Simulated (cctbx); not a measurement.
**Reading a Patterson map**

Space group P4/nmm (no. 129, origin choice 1), a = 3.8850 Å, b = 3.8850 Å, c = 8.2780 Å, α = 90.00°, β = 90.00°, γ = 90.00°, content Gd2 Ga2 Ni2 C2.

The data are simulated with cctbx, not measured: Mo Kα, λ = 0.71073 Å, to d = 0.8 Å, 70 % of the full sphere, strongest reflection 40000 counts, noise from counting, a 6 % proportional error and a noise floor of 8 counts (s.d.); no absorption.

Patterson synthesis, origin scaled to 1000:

```text
Patterson group P 4/m m m
      u       v       w   height  length (A)
  0.000   0.000   0.000   1000.0     0.00
  0.000   0.000   0.500    644.7     4.14
  0.500   0.500   0.295    427.9     3.67
  0.500   0.500   0.210    304.7     3.25
  0.000   0.500   0.352    286.2     3.50
  0.500   0.500   0.000    156.2     2.75
  0.000   0.500   0.140    109.3     2.26
  0.000   0.000   0.253     55.4     2.09
  0.500   0.500   0.453     30.0     4.65
  0.000   0.126   0.137     19.4     1.23
  0.350   0.350   0.500      9.7     4.56
  0.098   0.250   0.070      6.3     1.19
  0.088   0.256   0.430      6.2     3.71
  0.239   0.390   0.251      5.6     2.73
```

Q: Assign the vectors.

A peak at u stands for all pairs with xi − xj = u, with weight Σ ZiZj against Σ Z² = 11754 at the origin. Peak heights follow these weights only roughly, since form factors, motion and series ripples differ, all vectors within 0.55 Å of a peak are counted as merged into it though the farther ones add only part of their weight, and F(000) is left out, which lowers the whole map:

| u | v | w | shortest length (Å) | height | 1000 ΣZiZj/ΣZ² | pairs in the cell |
| --- | --- | --- | --- | --- | --- | --- |
| 0.000 | 0.000 | 0.500 | 4.14 | 645 | 675 | 4 × Gd–Ga |
| 0.500 | 0.500 | 0.295 | 3.68 | 428 | 433 | 1 × Gd–Gd, 1 × Ga–Ga, 1 × C–C |
| 0.500 | 0.500 | 0.210 | 3.25 | 305 | 338 | 2 × Gd–Ga |
| 0.000 | 0.500 | 0.352 | 3.50 | 286 | 334 | 2 × Gd–Ni, 2 × Ni–C |
| 0.500 | 0.500 | 0.000 | 2.75 | 156 | 264 | 2 × Ni–Ni, 4 × Gd–C |
| 0.000 | 0.500 | 0.140 | 2.26 | 109 | 148 | 2 × Ga–Ni |
| 0.000 | 0.000 | 0.253 | 2.09 | 55 | 97 | 2 × Gd–C, 2 × Ga–C |

The table stops at ten peaks or at a height of 45, below which ripples compete. In the model behind the data Gd, the heaviest element, has 1 independent site: (1/2, 0, 0.1503), up to an allowed shift of origin; the Gd–Gd vectors are differences of these positions and their symmetry mates. The whole model:

| atom | mult. | x | y | z | Ueq (Å²) |
| --- | --- | --- | --- | --- | --- |
| Gd1 | 2 | 1/2 | 0 | 0.1503 | 0.0080 |
| Ga1 | 2 | 0 | 1/2 | 0.3498 | 0.0100 |
| Ni1 | 2 | 1/2 | 1/2 | 1/2 | 0.0102 |
| C1 | 2 | 1/2 | 0 | 0.8527 | 0.0148 |

This is a model crystal, built by substitution and not relaxed, with assumed displacement parameters.

[Logs are printed without paths, hosts, clocks, repeated set-up lines and the standing remarks that a program may print on its own settings, such as how far it seeks lower states.]
